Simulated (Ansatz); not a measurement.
# Is Ta3GaC antiperovskite a stable metal?, part 2 of 2

Question: is the lattice of Ta3GaC antiperovskite stable, and if so, what are its coupling constant and resistivity?

Ansatz 0.2.0; DFT PBE, scalar-relativistic, plane waves, PAW.

So far. Step 2 (Relaxing cell and atoms): The largest force is now zero by symmetry and the largest stress component 0.0076 GPa, small enough for phonons. The relaxed cell has a = 4.282 Å (conventional setting).

The structure was built from a prototype and need not be the compound's stable phase.

### 3. Phonons by linear response: q 2×2×2, k 4×4×4

Couplings are defined for a stable lattice alone, so phonons come first.

input.yaml reads:

```yaml
crystal:
  lattice:
    - [4.2823748154, 0.0, 0.0]
    - [0.0, 4.2823748154, 0.0]
    - [0.0, 0.0, 4.2823748154]
  atoms:
    - { symbol: Ga, position: [0.0, 0.0, 0.0] }
    - { symbol: Ta, position: [0.5, 0.5, 0.0] }
    - { symbol: Ta, position: [0.5, 0.0, 0.5] }
    - { symbol: Ta, position: [0.0, 0.5, 0.5] }
    - { symbol: C, position: [0.5, 0.5, 0.5] }
kpoints:
  mp_grid: { grid: [4, 4, 4] }
hamiltonian:
  xc: pbe
scf:
  occupations: { method: methfessel_paxton, width: 0.2 }
output:
  eigenvalues: true
phonons:
  method: dfpt
  qmesh: [2, 2, 2]
  temperatures: { t_max: 1000, t_step: 50 }
  qpath:
    path:
      - [[0.0, 0.0, 0.0], [0.0, 0.5, 0.0], [0.5, 0.5, 0.0], [0.0, 0.0, 0.0], [0.5, 0.5, 0.5], [0.0, 0.5, 0.0]]
      - [[0.5, 0.5, 0.5], [0.5, 0.5, 0.0]]
    npoints: 10
```

On the command line:

```sh
> ansatz run input.yaml --threads 4 --pin off --max-ram 16384MiB --backend cpu --events-out ev --progress --plain --runs-dir out
```

Numbers of over 12 decimals in the logs are rounded to 6 here.

The log of the run:

```text
[...]
Crystal: 5 atoms, lattice volume = 78.533 Å³
Basis set: ecut = 420 eV, 1551 PW (Γ), exchange–correlation on 60×60×60 points (8 copies of the dense FFT grid, shifted against one another)
Bands: 34, of which v1, the nominal top of the filled ones, is band 28 counted from 1 (27 counted from 0)
Symmetry: 48 space group operations
k-points: 10 of 64
[...]
SCF iter   1: F=—  HF=-33831.015657 eV  |F-HF|=—  |Δ(HF+E_count)|=         —  Δρ=6.63e-3  dr2=4.37e-2  ethr=1.77e-3  ⟨swp⟩=5.0  Hψ=1323  notcnv=0
[...]
SCF iter   9: F=-33831.004373 eV  HF=-33831.004373 eV  |F-HF|=1.46e-11  |Δ(HF+E_count)|=  1.46e-11  S|Δr|=    0.00e0  Δρ=9.79e-8  dr2=7.71e-12  ethr=1.00e-12  ⟨swp⟩=5.6  Hψ=1718  notcnv=0
SCF 1 converged in 9 iterations: F = -33831.004373 eV  dr2 = 7.71e-12
[...]
SCF iter   1: F=—  HF=-33831.004372 eV  |F-HF|=—  |Δ(HF+E_count)|=         —  Δρ=2.39e-7  dr2=5.90e-11  ethr=9.79e-9  ⟨swp⟩=4.0  Hψ=2430  notcnv=0
eigensolver tolerance schedule: the retry pair's looser diagonalisation over-reported the residual by 92943.86 of it (diagonalisation noise at 0.42 of the residual, at the tolerance the schedule requests for it); recorded, not acted on — ethr = c·dr2/N_el stays at c = 1.0e-1
[...]
SCF iter   2: F=—  HF=-33831.004373 eV  |F-HF|=—  |Δ(HF+E_count)|=   1.46e-6  S|Δr|=    0.00e0  Δρ=1.18e-7  dr2=1.36e-11  ethr=1.00e-12  ⟨swp⟩=3.0  Hψ=711  notcnv=0
SCF iter   3: F=-33831.004373 eV  HF=-33831.004373 eV  |F-HF|=7.28e-12  |Δ(HF+E_count)|=  7.28e-12  S|Δr|=    0.00e0  Δρ=7.21e-8  dr2=4.66e-12  ethr=1.00e-12  ⟨swp⟩=3.5  Hψ=729  notcnv=0
SCF 2 converged in 3 iterations: F = -33831.004373 eV  dr2 = 4.66e-12
phonons: the bands overlap, so this run is a metal and interpolates without the dipole-dipole term. If the crystal is really an insulator or semiconductor, its LO-TO splitting is missing
NSCF: frozen V_eff on 10 k-points
[...]
DFPT response loops at q = (0, 0, 0) (fractional): preconditioner auto → Kerker (q_TF=auto, 2.579 Å⁻¹) (partly filled bands, converged f_vac=0.000); β = 1.00, the filter's whole step (`scf.mixing.beta` (0.50) is not read by the response loops under this deck's `scf.mixing.preconditioner`; to damp them name `kerker` or `kerker_dos`, under which they read `scf.mixing.beta`, and type it under 1.00, their step now; both keys bind the ground state too); Broyden in place of MSR1
[...]
SCF converged after 9 iterations
Stability not checked: this state was not tested for a lower state beside it, because cold or Methfessel-Paxton smearing, or corrected tetrahedra, fill the levels in a way that the test cannot read (fill_not_monotonic; see scf.lower_state_search)
Free energy (F): -33831.004373 eV
[...]
Internal energy: -33830.991697 eV  (E = F + TS)
E sigma→0 (E₀):  -33831.001204 eV
Entropy (-TS):   -0.012676 eV (-2.535 meV/atom)
Fermi energy:    16.696303 eV
[...]
--- Band table (eV; the first three rows and the last of 10) ---
  k-point 0: bands = [... 24 lower, 14.3729, 14.3729, 14.3729, 17.9384, 17.9384, 17.9384, 18.3005, 18.3005, ... 2 higher]
  k-point 1: bands = [... 24 lower, 14.2868, 14.2868, 14.3477, 16.4527, 17.6252, 17.6252, 17.7652, 19.5892, ... 2 higher]
  k-point 2: bands = [... 24 lower, 14.0480, 14.1837, 15.5386, 16.7322, 17.2180, 18.0851, 18.0851, 18.3203, ... 2 higher]
  k-point 9: bands = [... 24 lower, 14.8161, 15.9427, 15.9427, 15.9427, 16.4562, 16.4562, 16.4562, 19.2002, ... 2 higher]
--- Phonons (Γ-DFPT): 4 representative perturbations + reference (Σ response iterations 13) ---
  ASR residual: 5.264e-5 → 0.000e0 eV/Å²; symmetrization residual: 6.527e-7 eV/Å²
  ASR residual per site (eV/Å²): 5.18e-6 5.26e-5 5.26e-5 5.26e-5 2.53e-5
  Γ frequencies (cm⁻¹): 0.00 0.00 0.00 122.16 122.16 122.16 125.42 125.42 125.42 135.04 135.04 135.04 683.21 683.21 683.21
--- Phonons (arbitrary-q DFPT): 4 irreducible q on the 2×2×2 mesh ---
  q = [0.0000, 0.0000, 0.0000] (star 1, of the zone-centre solve; hermiticity 4.28e-8, symmetrization 2.29e-13): -0.00 0.00 0.00 122.16 122.16 122.16 125.42 125.42 125.42 135.04 135.04 135.04 683.21 683.21 683.21
  q = [0.0000, 0.0000, -0.5000] (star 3, 9 solved perturbations in 216 linear systems a pass and spin channel, the states on 27 of 64 k-point pairs; hermiticity 1.16e-7, symmetrization 2.76e-13): -105.60 -56.57 -56.57 -34.45 -20.31 -20.31 91.56 91.56 127.85 127.85 129.46 177.91 576.28 674.98 674.98
[...]
sum rule: each row above includes the acoustic sum rule's correction from the zone centre's row sums; it moved no ω² by more than (0.76 cm⁻¹)²
  mesh force constants: q→R imaginary residual 2.59e-18; ASR residual 5.264e-5 → 0.000e0 eV/Å²; symmetrization residual 1.776e-14 eV/Å²
  interpolated dispersion: 62 rows × 15 modes
  density of states and harmonic sums: on the 16×16×16 q-mesh, interpolated from the force constants of a 2×2×2 supercell (no non-analytic term)
  largest difference from the sums on the solved wave vectors: F 2.79e-1 eV, S 3.74e-4 and C_V 1.02e-4 eV/K
  zero-point energy: 0.176092 eV/cell   skipped modes (ω ≤ 0): 440, of them read as no rigid motion or as one in doubt: 437 (2.639e0 modes/cell left out, lowest -105.60 cm⁻¹)   left out of the sums: 1.76e-1 of the cell's modes: C_V's classical limit lies that fraction below 3 k_B per atom; for a crystal, a wire or a layer, F and S can be off by more, and a phonons.interpolated_qmesh denser along its periods is the remedy for the sampling
```

Run time: 60 s. Hardware: 4 threads of Arm Neoverse V2, shared host; peak memory 0.6 GiB.

Numbers from this step:

```yaml
share_of_imaginary_modes_in_the_plain_interpolation_between_solved_wavevectors: 0.1716
highest_frequency_solved_or_plainly_interpolated: 683.2 cm⁻¹
```

Solved on the 2×2×2 mesh alone; all other wavevectors are interpolated. The phonon branches at the labelled points (cm⁻¹):

| point | branch 1 | branch 2 | branch 3 | branch 4 | branch 12 | branch 13 | branch 14 | branch 15 |
| --- | --- | --- | --- | --- | --- | --- | --- | --- |
| Γ | 0 | 0 | 0 | 122 | 135 | 683 | 683 | 683 |
| halfway | -44 | -44 | 48 | 48 | 146 | 634 | 679 | 679 |
| X | -106 | -57 | -57 | -34 | 178 | 576 | 675 | 675 |
| halfway | -100 | -70 | -36 | 29 | 180 | 574 | 628 | 657 |
| M | -105 | -82 | 48 | 48 | 195 | 572 | 572 | 639 |
| halfway | -61 | -56 | 62 | 63 | 137 | 631 | 631 | 668 |
| Γ | 0 | 0 | 0 | 122 | 135 | 683 | 683 | 683 |
| halfway | -45 | -44 | -44 | 79 | 141 | 625 | 625 | 625 |
| R | -73 | -73 | -73 | 103 | 217 | 576 | 576 | 576 |
| halfway | -87 | -68 | -16 | 69 | 184 | 574 | 619 | 619 |
| X | -106 | -57 | -57 | -34 | 178 | 576 | 675 | 675 |
| jump to R | -73 | -73 | -73 | 103 | 217 | 576 | 576 | 576 |
| halfway | -91 | -56 | -56 | 92 | 201 | 574 | 574 | 610 |
| M | -105 | -82 | 48 | 48 | 195 | 572 | 572 | 639 |

Lowest modes at the softest wavevector of the mesh. Modes at q = (0.500, 0.000, 0.000), with each element's share of the kinetic energy (negative means imaginary):

| mode | frequency (cm⁻¹) | Ga % | Ta % | C % |
| --- | --- | --- | --- | --- |
| 1 | -105.6 | 0 | 100 | 0 |
| 2 | -56.6 | 0 | 93 | 7 |
| 3 | -56.6 | 0 | 93 | 7 |
| 4 | -34.4 | 0 | 99 | 1 |
| 5 | -20.3 | 6 | 94 | 0 |
| 6 | -20.3 | 6 | 94 | 0 |

Displacements in mode 1 (-105.6 cm⁻¹), the largest set to 1, in the home cell:
```
Ga1  0.00  0.00  0.00
Ta2  1.00  0.00  0.00
Ta3 -1.00  0.00  0.00
Ta4  0.00  0.00  0.00
C5   0.00  0.00  0.00
```

Displacements in mode 3 (-56.6 cm⁻¹), the largest set to 1, in the home cell (x, y, z of the real part, then of the imaginary part):
```
Ga1  0.00  0.00  0.00  0.00  0.00  0.00
Ta2  0.00  0.01  0.91  0.00 -0.01  0.00
Ta3  0.00  0.03  0.25  0.00 -0.02  0.00
Ta4  0.00  0.00  0.00  0.00  0.00  0.00
C5   0.00  0.03  1.00  0.00 -0.02  0.00
```

Among the solved wavevectors the lowest mode, translations apart, is -106 cm⁻¹, imaginary.

### 4. Lattice stability: q 2×2×2, k 6×6×6

An imaginary mode on so few k-points may come from the sampling, so the phonons are repeated with another k mesh.

input.yaml, as its differences from that of step 3:

```diff
@@ -12,3 +12,3 @@
 kpoints:
-  mp_grid: { grid: [4, 4, 4] }
+  mp_grid: { grid: [6, 6, 6] }
 hamiltonian:
```

The mesh is denser.

The log of the run:

```text
[...]
Crystal: 5 atoms, lattice volume = 78.533 Å³
Basis set: ecut = 420 eV, 1551 PW (Γ), exchange–correlation on 60×60×60 points (8 copies of the dense FFT grid, shifted against one another)
Bands: 34, of which v1, the nominal top of the filled ones, is band 28 counted from 1 (27 counted from 0)
Symmetry: 48 space group operations
k-points: 20 of 216
[...]
SCF iter   1: F=—  HF=-33831.003814 eV  |F-HF|=—  |Δ(HF+E_count)|=         —  Δρ=6.70e-3  dr2=4.60e-2  ethr=1.77e-3  ⟨swp⟩=5.0  Hψ=2660  notcnv=0
[...]
SCF iter  10: F=-33830.990888 eV  HF=-33830.990888 eV  |F-HF|=2.91e-11  |Δ(HF+E_count)|=  7.28e-12  S|Δr|=    0.00e0  Δρ=2.95e-8  dr2=7.95e-13  ethr=1.00e-12  ⟨swp⟩=6.6  Hψ=2897  notcnv=0
SCF 1 converged in 10 iterations: F = -33830.990888 eV  dr2 = 7.95e-13
[...]
SCF iter   2: F=-33830.990888 eV  HF=-33830.990888 eV  |F-HF|=3.64e-11  |Δ(HF+E_count)|=   1.12e-7  S|Δr|=    0.00e0  Δρ=8.42e-8  dr2=6.97e-12  ethr=1.00e-12  ⟨swp⟩=3.6  Hψ=2840  notcnv=0
SCF 2 converged in 2 iterations: F = -33830.990888 eV  dr2 = 6.97e-12
[...]
SCF converged after 10 iterations
[...]
Free energy (F): -33830.990888 eV
[...]
Internal energy: -33830.963265 eV  (E = F + TS)
E sigma→0 (E₀):  -33830.983982 eV
Entropy (-TS):   -0.027622 eV (-5.524 meV/atom)
Fermi energy:    16.728100 eV
[...]
--- Band table (eV; the first three rows and the last of 20) ---
  k-point 0: bands = [... 24 lower, 14.4055, 14.4055, 14.4055, 17.9319, 17.9319, 17.9319, 18.3058, 18.3058, ... 2 higher]
  k-point 1: bands = [... 24 lower, 14.0178, 14.3824, 14.3824, 16.7335, 17.5804, 17.5804, 18.0366, 19.3360, ... 2 higher]
  k-point 2: bands = [... 24 lower, 14.1795, 14.1795, 14.8275, 16.4864, 17.4979, 17.8160, 17.8160, 19.2825, ... 2 higher]
  k-point 19: bands = [... 24 lower, 14.8019, 15.9554, 15.9554, 15.9554, 16.4662, 16.4662, 16.4662, 19.2037, ... 2 higher]
[...]
ASR residual: 3.244e-5 → 0.000e0 eV/Å²; symmetrization residual: 8.960e-7 eV/Å²
  ASR residual per site (eV/Å²): 2.30e-6 1.44e-5 1.44e-5 1.44e-5 3.24e-5
[...]
--- Phonons (arbitrary-q DFPT): 4 irreducible q on the 2×2×2 mesh ---
[...]
interpolated dispersion: 62 rows × 15 modes
[...]
```

The job ended after 2 min (4 threads; peak memory 0.82 GiB).

This step gave:

```yaml
share_of_imaginary_modes_in_the_plain_interpolation_between_solved_wavevectors: 0.2051
highest_frequency_solved_or_plainly_interpolated: 683.6 cm⁻¹
```

Solved on the 2×2×2 mesh alone; all other wavevectors are interpolated. Phonon branches along the path, in cm⁻¹:

| point | branch 1 | branch 2 | branch 3 | branch 4 | branch 12 | branch 13 | branch 14 | branch 15 |
| --- | --- | --- | --- | --- | --- | --- | --- | --- |
| Γ | 0 | 0 | 0 | 122 | 135 | 684 | 684 | 684 |
| halfway | -45 | -45 | 28 | 72 | 141 | 624 | 677 | 677 |
| X | -76 | -67 | -62 | -62 | 171 | 552 | 670 | 670 |
| halfway | -92 | -88 | -38 | -30 | 168 | 564 | 627 | 643 |
| M | -108 | -107 | -54 | -54 | 180 | 576 | 576 | 615 |
| halfway | -67 | -56 | 45 | 59 | 130 | 625 | 626 | 660 |
| Γ | 0 | 0 | 0 | 122 | 135 | 684 | 684 | 684 |
| halfway | -56 | -56 | -39 | 56 | 128 | 612 | 612 | 612 |
| R | -87 | -87 | -87 | 88 | 202 | 512 | 512 | 512 |
| halfway | -84 | -81 | -46 | 48 | 170 | 555 | 598 | 599 |
| X | -76 | -67 | -62 | -62 | 171 | 552 | 670 | 670 |
| jump to R | -87 | -87 | -87 | 88 | 202 | 512 | 512 | 512 |
| halfway | -98 | -75 | -75 | 39 | 186 | 545 | 545 | 569 |
| M | -108 | -107 | -54 | -54 | 180 | 576 | 576 | 615 |

Lowest modes at the softest wavevector of the mesh. Modes at q = (0.500, 0.500, 0.000), with each element's share of the kinetic energy (negative means imaginary):

| mode | frequency (cm⁻¹) | Ga % | Ta % | C % |
| --- | --- | --- | --- | --- |
| 1 | -107.9 | 0 | 91 | 9 |
| 2 | -107.4 | 0 | 100 | 0 |
| 3 | -54.3 | 0 | 100 | 0 |
| 4 | -54.3 | 0 | 100 | 0 |
| 5 | 26.3 | 0 | 100 | 0 |
| 6 | 57.5 | 0 | 100 | 0 |

Displacements in mode 1 (-107.9 cm⁻¹), the largest set to 1, in the home cell:
```
Ga1  0.00  0.00  0.00
Ta2  0.00  0.00 -0.81
Ta3  0.00  0.00  0.00
Ta4  0.00  0.00  0.00
C5   0.00  0.00 -1.00
```

Displacements in mode 6 (57.5 cm⁻¹), the largest set to 1, in the home cell:
```
Ga1  0.00  0.06  0.00
Ta2 -1.00  0.07  0.00
Ta3  0.00  0.00  0.00
Ta4  0.00  0.00  0.00
C5   0.22 -0.02  0.00
```

The modes has structure finer than the step of the table below, so its rows give means over 25 cm⁻¹, whole bins alone (the curve runs from -117 to 714 cm⁻¹). Peaks (cm⁻¹: height): C 573.0: 0.0270, 604.3: 0.0228, 630.5: 0.0251, 656.6: 0.0229; Ga 118.3: 0.109; Ta -64.5: 0.0482, 71.3: 0.0804, 165.4: 0.0234.

Phonopy on the run's constants, 13x13x13 mesh, Gaussian sigma 5.9 cm⁻¹. The modes by wavenumber; means over each step; values in 1/cm⁻¹/cell:

| wavenumber (cm⁻¹) | C | Ga | Ta |
| --- | --- | --- | --- |
| -100 | 3.4e-4 | 1.7e-5 | 0.0183 |
| -75 | 8.0e-4 | 2.2e-4 | 0.0440 |
| -50 | 7.2e-4 | 7.2e-4 | 0.0392 |
| -25 | 2.3e-4 | 5.4e-4 | 0.0144 |
| 0 | 1.3e-4 | 1.8e-4 | 0.00691 |
| 25 | 3.4e-4 | 5.6e-4 | 0.0275 |
| 50 | 5.1e-4 | 9.0e-4 | 0.0494 |
| 75 | 0.00101 | 0.00201 | 0.0679 |
| 100 | 7.9e-4 | 0.0395 | 0.0301 |
| 125 | 6.8e-4 | 0.0717 | 0.0242 |
| 150 | 3.8e-4 | 0.00339 | 0.0149 |
| 175 | 1.8e-4 | 1.4e-4 | 0.0156 |
| 200 | 1.2e-5 | 8.0e-7 | 0.00133 |
| 225 | 0 | 0 | 2.0e-6 |
| 250 | 0 | 0 | 0 |
| 275 | 0 | 0 | 0 |
| 300 | 0 | 0 | 0 |
| 325 | 0 | 0 | 0 |
| 350 | 0 | 0 | 0 |
| 375 | 0 | 0 | 0 |
| 400 | 0 | 0 | 0 |
| 425 | 0 | 0 | 0 |
| 450 | 0 | 0 | 0 |
| 475 | 0 | 0 | 0 |
| 500 | 1.8e-4 | 0 | 4.4e-7 |
| 525 | 0.00332 | 2.2e-7 | 3.1e-5 |
| 550 | 0.0130 | 1.3e-5 | 2.1e-4 |
| 575 | 0.0242 | 2.7e-5 | 6.1e-4 |
| 600 | 0.0195 | 1.6e-5 | 0.00102 |
| 625 | 0.0204 | 1.0e-5 | 0.00147 |
| 650 | 0.0206 | 1.0e-5 | 0.00165 |
| 675 | 0.0124 | 7.0e-6 | 0.00102 |
| 700 | 2.9e-4 | 0 | 2.4e-5 |

No LO-TO term; unit eigenvectors of the mass-weighted matrix. The modes at Γ (shares of kinetic energy by element, %):

| mode | frequency (cm⁻¹) | symmetry | Ga % | Ta % | C % |
| --- | --- | --- | --- | --- | --- |
| 1 | 0.0 | T1u | 11 | 87 | 2 |
| 2 | 0.0 | T1u | 11 | 87 | 2 |
| 3 | 0.0 | T1u | 11 | 87 | 2 |
| 4 | 122.3 | T1u | 27 | 70 | 4 |
| 5 | 122.3 | T1u | 27 | 70 | 4 |
| 6 | 122.3 | T1u | 27 | 70 | 4 |
| 7 | 127.0 | T2u | 0 | 100 | 0 |
| 8 | 127.0 | T2u | 0 | 100 | 0 |
| 9 | 127.0 | T2u | 0 | 100 | 0 |
| 10 | 134.6 | T1u | 62 | 36 | 2 |
| 11 | 134.6 | T1u | 62 | 36 | 2 |
| 12 | 134.6 | T1u | 62 | 36 | 2 |
| 13 | 683.6 | T1u | 0 | 7 | 92 |
| 14 | 683.6 | T1u | 0 | 7 | 92 |
| 15 | 683.6 | T1u | 0 | 7 | 92 |

Displacements in mode 5 (122.3 cm⁻¹), the largest set to 1:
```
Ga1  1.00  0.03  0.10
Ta2 -0.54 -0.02  0.06
Ta3 -0.54  0.02 -0.05
Ta4  0.64 -0.02 -0.05
C5   0.87  0.03  0.09
```

Displacements in mode 8 (127.0 cm⁻¹), the largest set to 1:
```
Ga1  0.00  0.00  0.00
Ta2 -0.13  0.22  0.00
Ta3  0.13  0.00  1.00
Ta4  0.00 -0.22 -1.00
C5   0.00  0.00  0.00
```

Among the solved wavevectors the lowest mode, translations apart, is -108 cm⁻¹, imaginary.

### 5. Results

| Quantity | Value |
| --- | --- |
| phonon run of the rows without a label of their own | PBE, q 2×2×2, k 6×6×6 |
| softest mode on the q mesh | -108 cm⁻¹ at q = (0.5, 0.5, 0) |
| highest frequency, solved or plainly interpolated | 684 cm⁻¹ |

In words: The lattice is dynamically unstable at this level: a mode at q = (0.5, 0.5, 0) is imaginary, 108i cm⁻¹, so no harmonic coupling constant or resistivity is defined for this structure. These meshes are coarse, and single modes of a metal can move by tens of cm⁻¹ with the k mesh. Spin–orbit coupling, left out here, matters for Ta. The phonon runs are not spin-polarised. The structure was built by hand as an ordered model, and its stability against other phases was not tested.

[Logs are printed without paths, hosts, clocks, repeated set-up lines and the standing remarks that a program may print on its own settings, such as how far it seeks lower states.]

[Hosts, paths, dates, database ids (printed as entryN), source tags and the programs' standing remarks are cut or masked in the printed files.]
